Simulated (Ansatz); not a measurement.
# K on Pt(111): change of the work function, part 2 of 2

How does one ordered layer of K (fcc site) change the work function of Pt(111), and what dipole does each adsorbate carry?

Ansatz 0.2.0; plane-wave DFT, PBE, Ansatz PAW.

So far, work function, upper face (eV): step 2 (the clean slab) 5.70.

### Step 3. Adsorbate added

System of this step: KPt16 (K/Pt(111)). The cell holds 17 atoms: 16 Pt and 1 K. Its edges and angles: a = 5.544 Å, b = 5.544 Å, c = 28.009 Å, α = 90.0°, β = 90.0°, γ = 60.0°. Vacuum lies along c.

The clean slab as it ended is repeated in the plane and the adsorbate is set on one face; the cell's size fixes the coverage, and the k-mesh shrinks with it to keep the sampling density about even. Adsorbate and upper layers relax, since the dipole depends on the height.

input.yaml reads:

```yaml
crystal:
  lattice:
    - [5.5437171645, 1.0e-10, 0.0]
    - [2.7718585822, 4.8009998959, 0.0]
    - [0.0, 0.0, 28.0088629487]
  atoms:
    - { symbol: Pt, position: [0.0, 0.0, 0.3213268606] }
    - { symbol: Pt, position: [0.1666666667, 0.1666666667, 0.4021303213] }
    - { symbol: Pt, position: [0.3333333333, 0.3333333333, 0.4844885198] }
    - { symbol: Pt, position: [0.0, 0.0, 0.5678735864] }
    - { symbol: Pt, position: [0.0, 0.5, 0.3213268606] }
    - { symbol: Pt, position: [0.1666666667, 0.6666666667, 0.4021303213] }
    - { symbol: Pt, position: [0.3333333333, 0.8333333333, 0.4844885198] }
    - { symbol: Pt, position: [0.0, 0.5, 0.5678735864] }
    - { symbol: Pt, position: [0.5, 0.0, 0.3213268606] }
    - { symbol: Pt, position: [0.6666666667, 0.1666666667, 0.4021303213] }
    - { symbol: Pt, position: [0.8333333333, 0.3333333333, 0.4844885198] }
    - { symbol: Pt, position: [0.5, 0.0, 0.5678735864] }
    - { symbol: Pt, position: [0.5, 0.5, 0.3213268606] }
    - { symbol: Pt, position: [0.6666666667, 0.6666666667, 0.4021303213] }
    - { symbol: Pt, position: [0.8333333333, 0.8333333333, 0.4844885198] }
    - { symbol: Pt, position: [0.5, 0.5, 0.5678735864] }
    - { symbol: K, position: [0.1666666667, 0.1666666667, 0.6786731394] }
kpoints:
  mp_grid: { grid: [6, 6, 1] }
hamiltonian:
  xc: pbe
scf:
  occupations: { method: fermi_dirac, width: 0.1 }
  convergence: { dr2_threshold: 1.0e-08 }
efield:
  axis: 3
  dipole_correction: true
  ramp_position: 0.97
  ramp_width: 0.06
relax:
  f_tol: 0.02
  max_steps: 60
  constraints: [{ sites: [0, 1, 4, 5, 8, 9, 12, 13] }]
output:
  dos: { projected: true, e_range: [-8, 4] }
  write_potential: true
  write_density: true
  volumetric_format: npy
  elf: true
```

Started as:

```bash
> ansatz run input.yaml --threads 4 --pin off --max-ram 6144MiB --backend cpu --events-out ev --progress --plain --runs-dir out
```

Standard output:

```text
[...]
Crystal: 17 atoms, lattice volume = 745.467 Å³
Basis set: ecut = 420 eV, 14577 PW (Γ), exchange–correlation on 80×80×384 points (8 copies of the dense FFT grid, shifted against one another)
Bands: 179, of which v1, the nominal top of the filled ones, is band 149 counted from 1 (148 counted from 0)
Symmetry: 6 space group operations
[...]
k-points: 7 of 36 (time reversal used)
[...]
SCF iter   1: F=—  HF=-201903.221940 eV  |F-HF|=—  |Δ(HF+E_count)|=         —  Δρ=6.48e-3  dr2=3.18e0  ethr=1.77e-3  p=0.520 e·Å  D=1.26e-1 V/Å  ΔV_dip=-3.54 eV  dr2_dipole=1.73e-1  V_vac-E_F(+/−)=1.66/5.20 eV  ⟨swp⟩=8.0  Hψ=5416  notcnv=0  defer=54
[...]
SCF iter  12: F=-201903.173178 eV  HF=-201903.173178 eV  |F-HF|=1.75e-8  |Δ(HF+E_count)|=   8.32e-8  Δρ=6.95e-7  dr2=8.52e-9  ethr=3.37e-12  p=0.539 e·Å  D=1.31e-1 V/Å  ΔV_dip=-3.66 eV  dr2_dipole=9.08e-10  V_vac-E_F(+/−)=2.00/5.66 eV  ⟨swp⟩=14.3  Hψ=10610  notcnv=0
SCF 1 converged in 12 iterations: F = -201903.173178 eV  dr2 = 8.52e-9
[...]
relax step   1: F+E_penalty+E_count = -201903.17317766 eV  Δ(F+E_penalty+E_count) = +0.000e0 eV  max|allowed force component| = 6.892e-1 eV/Å  Δτ_max = 0.0000 Å  (12 SCF iters, accepted)
[...]
SCF iter  12: F=-201903.255069 eV  HF=-201903.255069 eV  |F-HF|=9.02e-10  |Δ(HF+E_count)|=   1.43e-8  Δρ=4.34e-7  dr2=4.77e-9  ethr=3.37e-12  p=0.557 e·Å  D=1.35e-1 V/Å  ΔV_dip=-3.79 eV  dr2_dipole=4.94e-11  V_vac-E_F(+/−)=1.87/5.66 eV  ⟨swp⟩=12.1  Hψ=9134  notcnv=0
SCF 2 converged in 12 iterations: F = -201903.255069 eV  dr2 = 4.77e-9
[...]
relax step   2: F+E_penalty+E_count = -201903.25506889 eV  Δ(F+E_penalty+E_count) = -8.189e-2 eV  max|allowed force component| = 5.768e-1 eV/Å  Δτ_max = 0.0926 Å  (12 SCF iters, accepted)
SCF iter   1: F=—  HF=-201903.339666 eV  |F-HF|=—  |Δ(HF+E_count)|=         —  Δρ=1.79e-3  dr2=1.23e-1  ethr=1.58e-3  p=0.557 e·Å  D=1.35e-1 V/Å  ΔV_dip=-3.79 eV  dr2_dipole=4.07e-3  V_vac-E_F(+/−)=1.88/5.67 eV  ⟨swp⟩=5.1  Hψ=2557  notcnv=0  defer=69
[...]
SCF iter  12: F=-201903.335656 eV  HF=-201903.335656 eV  |F-HF|=2.33e-10  |Δ(HF+E_count)|=   7.60e-9  Δρ=4.32e-7  dr2=3.82e-9  ethr=3.37e-12  p=0.590 e·Å  D=1.43e-1 V/Å  ΔV_dip=-4.01 eV  dr2_dipole=3.52e-10  V_vac-E_F(+/−)=1.65/5.66 eV  ⟨swp⟩=16.1  Hψ=9258  notcnv=0
SCF 3 converged in 12 iterations: F = -201903.335656 eV  dr2 = 3.82e-9
relax step   3: F+E_penalty+E_count = -201903.33565607 eV  Δ(F+E_penalty+E_count) = -8.059e-2 eV  max|allowed force component| = 1.827e-1 eV/Å  Δτ_max = 0.1956 Å  (12 SCF iters, accepted)
[...]
relax step   4: F+E_penalty+E_count = -201903.34290326 eV  Δ(F+E_penalty+E_count) = -7.247e-3 eV  max|allowed force component| = 1.084e-1 eV/Å  Δτ_max = 0.1260 Å  (12 SCF iters, accepted)
SCF iter   1: F=—  HF=-201903.344292 eV  |F-HF|=—  |Δ(HF+E_count)|=         —  Δρ=4.89e-4  dr2=9.74e-3  ethr=1.11e-5  p=0.609 e·Å  D=1.48e-1 V/Å  ΔV_dip=-4.14 eV  dr2_dipole=1.45e-3  V_vac-E_F(+/−)=1.52/5.66 eV  ⟨swp⟩=3.1  Hψ=2398  notcnv=0  defer=68
[...]
SCF iter  11: F=-201903.344955 eV  HF=-201903.344955 eV  |F-HF|=1.05e-9  |Δ(HF+E_count)|=   1.72e-9  Δρ=3.43e-7  dr2=2.63e-9  ethr=3.37e-12  p=0.603 e·Å  D=1.46e-1 V/Å  ΔV_dip=-4.10 eV  dr2_dipole=1.63e-10  V_vac-E_F(+/−)=1.56/5.66 eV  ⟨swp⟩=13.9  Hψ=8508  notcnv=0
SCF 5 converged in 11 iterations: F = -201903.344955 eV  dr2 = 2.63e-9
relax step   5: F+E_penalty+E_count = -201903.34495527 eV  Δ(F+E_penalty+E_count) = -2.052e-3 eV  max|allowed force component| = 2.298e-3 eV/Å  Δτ_max = 0.0376 Å  (11 SCF iters, accepted)
NSCF: frozen V_eff on 7 k-points
[...]
WARN: The output density's exchange-correlation potential varies sharply where the density is thin. Do not read a vacuum level from v_tot or v_xc, or from such a field of the output density. On a cell that repeats whose density bears no net charge and no dipole along the vacuum's axis use v_es (v_loc + v_h of the components); under efield.dipole_correction with no amplitude use v_es + v_field, which holds any externa [...]
SCF converged after 11 iterations
Free energy (F): -201903.344955 eV
[...]
Internal energy: -201902.473065 eV  (E = F + TS)
E sigma→0 (E₀):  -201902.909010 eV
Entropy (-TS):   -0.871890 eV (-51.288 meV/atom)
Fermi energy:    5.535659 eV
Dipole field:    D = 0.146243 V/Å  (p = 0.602479 e·Å, saw-weighted, corrected)
Work function:   Φ+ = 1.5634 eV   Φ− = 5.6596 eV
[...]
--- Forces (eV/Å), atoms counted from 1 ---
  atom   1  Pt     0.00029616     0.00017099    -0.48951457
  atom   2  Pt     0.00000000     0.00000000     0.51093500
  atom   3  Pt     0.00061520     0.00035518    -0.00023785
  atom   4  Pt    -0.00038107    -0.00022001    -0.00205685
  atom   5  Pt     0.00000000    -0.00034198    -0.48951457
  atom   6  Pt     0.03343757    -0.01930519     0.47209419
  atom   7  Pt     0.00000000    -0.00071037    -0.00023785
  atom   8  Pt    -0.00000000     0.00044003    -0.00205685
  atom   9  Pt    -0.00029616     0.00017099    -0.48951457
  atom  10  Pt    -0.00000000     0.03861038     0.47209419
  atom  11  Pt    -0.00061520     0.00035518    -0.00023785
  atom  12  Pt     0.00038107    -0.00022001    -0.00205685
  atom  13  Pt    -0.00000000     0.00000000    -0.45220962
  atom  14  Pt    -0.03343757    -0.01930519     0.47209419
  atom  15  Pt    -0.00000000    -0.00000000     0.00092932
  atom  16  Pt    -0.00000000    -0.00000000    -0.00229816
  atom  17  K      0.00000000     0.00000000     0.00172473
  max |Σ_I F_I| component: 6.40e-5 eV/Å
--- Band table (eV; the first three rows and the last of 7) ---
  k-point 0: bands = [... 145 lower, 5.8764, 5.8764, 6.0293, 6.1263, 6.1274, 6.1274, 6.1600, 6.1619, ... 26 higher]
  k-point 1: bands = [... 145 lower, 5.5674, 5.6442, 5.6574, 5.6590, 5.8227, 5.8554, 5.8592, 5.8936, ... 26 higher]
  k-point 2: bands = [... 145 lower, 5.1283, 5.1718, 5.5056, 5.5226, 5.5280, 5.5869, 5.8254, 5.8369, ... 26 higher]
  k-point 6: bands = [... 145 lower, 5.1161, 5.1447, 5.1711, 5.1731, 5.2166, 5.2590, 5.2818, 5.2833, ... 26 higher]
--- Relaxed structure (5 steps of the walk, 5 accepted, 0 SCFs on fresh bases) ---
  F+E_penalty+E_count = -201903.34495527 eV   max|allowed force component| = 2.298e-3 eV/Å
  atoms:
    - { symbol: Pt, position: [-1.795949e-17, -1.795949e-17, 0.3213268606] }
    - { symbol: Pt, position: [0.166667, 0.166667, 0.402130] }
    - { symbol: Pt, position: [0.333753, 0.333753, 0.485069] }
    - { symbol: Pt, position: [-0.00128151, -0.00128151, 0.568254] }
    - { symbol: Pt, position: [0.0, 0.500000, 0.3213268606] }
    - { symbol: Pt, position: [0.166667, 0.666667, 0.402130] }
    - { symbol: Pt, position: [0.333753, 0.832494, 0.485069] }
    - { symbol: Pt, position: [-0.00128151, 0.502563, 0.568254] }
    - { symbol: Pt, position: [0.500000, -1.795949e-17, 0.3213268606] }
    - { symbol: Pt, position: [0.666667, 0.166667, 0.402130] }
    - { symbol: Pt, position: [0.832494, 0.333753, 0.485069] }
    - { symbol: Pt, position: [0.502563, -0.00128151, 0.568254] }
    - { symbol: Pt, position: [0.500000, 0.500000, 0.3213268606] }
    - { symbol: Pt, position: [0.666667, 0.666667, 0.402130] }
    - { symbol: Pt, position: [0.833333, 0.833333, 0.483947] }
    - { symbol: Pt, position: [0.500000, 0.500000, 0.571055] }
    - { symbol: K, position: [0.166667, 0.166667, 0.665229] }
```

Elapsed: 2.9 min, on 4 threads of Arm Neoverse V1, shared host; peak memory 3.1 GiB.

Step by step:

| step | energy less that of the first step (eV) | largest force component (eV/Å) |
| --- | --- | --- |
| 1 | 0.0000 | 0.6892 |
| 2 | -0.0819 | 0.5768 |
| 3 | -0.1625 | 0.1827 |
| 4 | -0.1697 | 0.1084 |
| 5 | -0.1718 | 0.0023 |

Forces are held to the 6 operations that the program found; a distortion that breaks them can't arise in this run.

The atoms that moved most (Å):

```
atom      dx      dy      dz  length
 K17   0.000   0.000  -0.377   0.377
Pt16   0.000   0.000   0.089   0.089
 Pt7   0.000  -0.004   0.016   0.017
 Pt3   0.003   0.002   0.016   0.017
Pt11  -0.003   0.002   0.016   0.017
 Pt4  -0.011  -0.006   0.011   0.016
Pt12   0.011  -0.006   0.011   0.016
 Pt8   0.000   0.012   0.011   0.016
```

Final coordinates:

```xyz
17
Lattice="5.5437 0.0000 0.0000 2.7719 4.8010 0.0000 0.0000 0.0000 28.0089" Properties=species:S:1:pos:R:3
Pt    0.0000    0.0000    9.0000
Pt    1.3859    0.8002   11.2632
Pt    2.7753    1.6023   13.5862
Pt   -0.0107   -0.0062   15.9162
Pt    1.3859    2.4005    9.0000
Pt    2.7719    3.2007   11.2632
Pt    4.1578    3.9968   13.5862
Pt    1.3859    2.4128   15.9162
Pt    2.7719    0.0000    9.0000
Pt    4.1578    0.8002   11.2632
Pt    5.5402    1.6023   13.5862
Pt    2.7825   -0.0062   15.9162
Pt    4.1578    2.4005    9.0000
Pt    5.5437    3.2007   11.2632
Pt    6.9296    4.0008   13.5548
Pt    4.1578    2.4005   15.9946
K     1.3859    0.8002   18.6323
```

Numbers from this step:

```yaml
energy_at_zero_smearing: -201902.9090 eV
work_function_upper_face: 1.563 eV
work_function_lower_face: 5.660 eV
dipole_along_the_normal: 0.6025 e·Å
step_between_the_vacuum_levels: -4.096 eV
```

Running mean over 2.263 Å of the planar mean; the ramp of the sawtooth is left out. The electron's electrostatic potential energy less the Fermi level by z:

z (Å), electron's electrostatic potential energy less the Fermi level (eV) and a bar from the least value:
```
      3.5        5.7 ##############################
      4.0        5.7 ##############################
      4.5        5.7 ##############################
      5.0        5.7 ##############################
      5.5        5.6 ##############################
      6.0        5.6 ##############################
      6.5        5.4 ##############################
      7.0        4.6 ############################
      7.5        1.2 ######################
      8.0       -5.0 ############
      8.5      -10.0 ####
      9.0      -11.6 #
      9.5      -11.9 
     10.0      -12.1 
     10.5      -12.1 
     11.0      -12.2 
     11.5      -12.1 
     12.0      -11.7 #
     12.5      -11.6 #
     13.0      -11.8 #
     13.5      -12.0 
     14.0      -11.7 #
     14.5      -11.0 ##
     15.0      -10.9 ##
     15.5      -11.4 #
     16.0      -11.4 #
     16.5       -9.8 ####
     17.0       -5.3 ############
     17.5       -0.8 ###################
     18.0        0.4 #####################
     18.5       -0.1 ####################
     19.0       -0.5 ####################
     19.5       -0.3 ####################
     20.0        0.4 #####################
     20.5        1.0 ######################
     21.0        1.3 #######################
     21.5        1.4 #######################
     22.0        1.5 #######################
     22.5        1.5 #######################
     23.0        1.5 #######################
     23.5        1.5 #######################
     24.0        1.6 #######################
     24.5        1.6 #######################
```

The density of states has structure finer than the step of the table below, so its rows give means over 0.5 eV. Peaks (eV: height): -3.22: 53.6, -3.13: 47.5, -3.07: 53.2, -3.01: 52.4, -2.95: 58.5, -2.05: 65.8, -0.54: 48.6.

Table of density of states by energy, zero at the Fermi level; means over each step:

| energy (eV) | density of states (states/eV a cell) |
| --- | --- |
| -7.5 | 2.29 |
| -7.0 | 5.80 |
| -6.5 | 12.3 |
| -6.0 | 17.5 |
| -5.5 | 22.0 |
| -5.0 | 15.2 |
| -4.5 | 18.5 |
| -4.0 | 22.0 |
| -3.5 | 29.5 |
| -3.0 | 36.6 |
| -2.5 | 18.6 |
| -2.0 | 28.2 |
| -1.5 | 24.0 |
| -1.0 | 27.9 |
| -0.5 | 24.0 |
| 0.0 | 27.5 |
| 0.5 | 12.9 |
| 1.0 | 5.00 |
| 1.5 | 6.11 |

Projected DOS per atom over height of the atomic layer and energy from the Fermi level. Layers: Pt4 Pt4 Pt4 Pt4 K from below.

Ten even steps from '_' (0.00 states/eV) to '@' (2.52 states/eV), each cell a mean:
```
..........
________::
..........
--::::::--
**%%##++..
**++++##__
##++++##__
##==++##__
**--++**__
++====**__
%%++++##__
@@####@@__
********__
--++**==__
====++==__
----==--__
==****==__
--**++::__
::====..__
..::....__
__________
__________
```
Columns: height of the atomic layer (Å) from 9 to 18.6 (not evenly spaced); rows upwards: energy from the Fermi level (eV) from -7.96 to 1.95.

ELF in the ca plane at fractional y = 0.167, with atoms of Pt and K within 0.2 Å of it. It is the smooth field of the valence electrons, not physical close to the nuclei.

Values, 8 rows by 16 columns, each cell a mean:
```
0.34 0.23 0.26 0.25 0.41 0.27 0.36 0.35 0.14 0.21 0.09 0.02 0.11 0.10 0.04 0.01
0.26 0.35 0.46 0.26 0.30 0.22 0.27 0.28 0.17 0.03 0.02 0.06 0.11 0.08 0.03 0.01
0.25 0.47 0.63 0.26 0.24 0.15 0.23 0.27 0.16 0.06 0.04 0.08 0.11 0.08 0.03 0.01
0.26 0.36 0.48 0.26 0.28 0.21 0.27 0.28 0.17 0.03 0.02 0.06 0.11 0.08 0.03 0.01
0.34 0.23 0.26 0.25 0.41 0.27 0.36 0.35 0.14 0.19 0.09 0.02 0.11 0.10 0.04 0.01
0.26 0.35 0.46 0.26 0.30 0.22 0.27 0.28 0.26 0.80 0.49 0.03 0.09 0.11 0.04 0.01
0.25 0.47 0.63 0.26 0.24 0.15 0.23 0.25 0.42 0.76 0.67 0.05 0.09 0.12 0.05 0.01
0.26 0.36 0.48 0.25 0.28 0.21 0.27 0.28 0.27 0.82 0.52 0.03 0.09 0.11 0.04 0.01
```
Columns run along c (16.0 Å, from fractional 0.33 to 0.90 of the cell), rows up along a (5.5 Å). Atoms in or near the plane, at fractional coordinates: Pt at (0.40, 0.17), Pt at (0.40, 0.67), K at (0.67, 0.17).

Electrostatic potential energy in the ca plane at fractional y = 0.167, with atoms of Pt and K within 0.2 Å of it. With pseudopotentials it is smooth inside the atoms' cores, unlike the true potential.

Ten even steps from '0' (-47 eV) to '9' (9 eV), each cell a mean:
```
47899889998535898644799999899999999999999999
47899889998535898645799999999999999999999999
78986436898767899877899999999999999999999999
89972001699889999989999999999999999999999999
99960000589999999999999999999999999999999999
99961000589999999999999999999999999999999999
88984114799888999888999999999999999999999999
57998778998656898755899999999999999999999999
47899889997535898634799999999999999999999999
57998768998656899756899988788999999999999999
88984113799878999888999874357999999999999999
99961000589999999999999841026899999999999999
99960000589999999999999830016899999999999999
89972001699989999989999852137899999999999999
68987446898767999867899986678999999999999999
```
Columns run along c (16.0 Å, from fractional 0.33 to 0.90 of the cell; values clipped at the 3rd and 97th percentile), rows up along a (5.5 Å). Atoms in or near the plane, at fractional coordinates: Pt at (0.40, 0.17), Pt at (0.40, 0.67), K at (0.67, 0.17).

Valence density in the ca plane at fractional y = 0.167, with atoms of Pt and K within 0.2 Å of it. It is the smooth field of the valence electrons, not physical close to the nuclei.

Values in units of 1e0 e/Å³, 8 rows by 16 columns, each cell a mean:
```
1.0 0.3 0.4 0.4 1.6 0.5 1.3 0.8 0.1 0.1 0.0 0.0 0.0 0.0 0.0 0.0
0.5 1.3 2.7 0.4 0.7 0.3 0.6 0.4 0.1 0.0 0.0 0.0 0.0 0.0 0.0 0.0
0.3 3.8 8.0 0.5 0.3 0.2 0.2 0.2 0.0 0.0 0.0 0.0 0.0 0.0 0.0 0.0
0.5 1.5 3.1 0.4 0.6 0.3 0.6 0.4 0.1 0.0 0.0 0.0 0.0 0.0 0.0 0.0
1.0 0.3 0.4 0.4 1.6 0.5 1.3 0.8 0.1 0.1 0.0 0.0 0.0 0.0 0.0 0.0
0.5 1.3 2.7 0.4 0.7 0.3 0.6 0.4 0.3 1.5 0.3 0.0 0.0 0.0 0.0 0.0
0.3 3.8 8.0 0.5 0.3 0.2 0.2 0.2 0.7 3.8 0.9 0.0 0.0 0.0 0.0 0.0
0.5 1.5 3.1 0.4 0.6 0.3 0.5 0.4 0.3 1.7 0.4 0.0 0.0 0.0 0.0 0.0
```
Columns run along c (16.0 Å, from fractional 0.33 to 0.90 of the cell), rows up along a (5.5 Å). Atoms in or near the plane, at fractional coordinates: Pt at (0.40, 0.17), Pt at (0.40, 0.67), K at (0.67, 0.17).

The relaxation took 5 steps and lowered the energy by 0.17 eV; the largest force on the free atoms ends at 0.0023 eV/Å.

By hand: a sheet of dipoles makes a step −p/(ε₀A) in the electron's potential. With e/ε₀ = 180.95 V·Å, p = 0.6025 e·Å and A = 26.62 Å², that is −180.95 × (0.6025) / 26.62 = -4.096 eV, and the two vacuum levels of the run differ by -4.096 eV.

The covered face has 1.56 eV, -4.14 eV against the clean one; the bare back face has moved by -0.01 eV, a measure of how thin the slab is.

### Step 4. Work function against coverage

This step: plane-wave DFT, PBE, Ansatz PAW; work function against coverage (Ansatz 0.2.0).

The runs are now put side by side.

Numbers from this step:

```
work function of the clean face     : 5.703 eV
largest change of the work function : -4.140 eV
```

The work function of the covered face by coverage:

| coverage (adsorbates/nm²) | work function of the covered face (eV) |
| --- | --- |
| 0.00 | 5.70 |
| 3.76 | 1.56 |

The dipole per adsorbate comes from the change of the cell's dipole. Coverage, by row:

```csv
coverage (1/nm²),coverage (ML),work function (eV),change (eV),"dipole per adsorbate, positive end outwards (debye)",mean height of the added atoms over the highest substrate atom (Å)
3.757,0.25,1.563,-4.14,2.916,2.638
```

### Step 5. Results

- work function of the clean face: 5.70 eV
- work function at 0.25 ML: 1.56 eV
- dipole per adsorbate at 0.25 ML, positive end outwards: 2.92 D

**Reading.** K lowers the work function of Pt(111) at the lowest coverage, by 4.14 eV: the adsorbate layer has its positive end outwards. One coverage alone was completed, so no trend follows. The slab has 4 layers, at the tabulated experimental lattice constant, one starting site was run, and quantum-size effects of a slab this thin can reach one or two tenths of an eV.

[Long decimals in the printed logs are rounded to 6 places.]

[Logs are printed without paths, hosts, clocks, repeated set-up lines and the standing remarks that a program may print on its own settings, such as how far it seeks lower states.]

[Hosts, paths, dates, database ids (printed as entryN), source tags and the programs' standing remarks are cut or masked in the printed files.]

[Maps of the electrostatic potential energy from Ansatz leave out the sawtooth potential of an applied field or a dipole correction, so their vacuum need not be flat; planar profiles and work functions include it.]

[The density of states shown here was stored with 400 of the rows of the run's finer table, so its peaks can read low, often by over a quarter, or be missed, and its means over a window can be off by a tenth or more.]
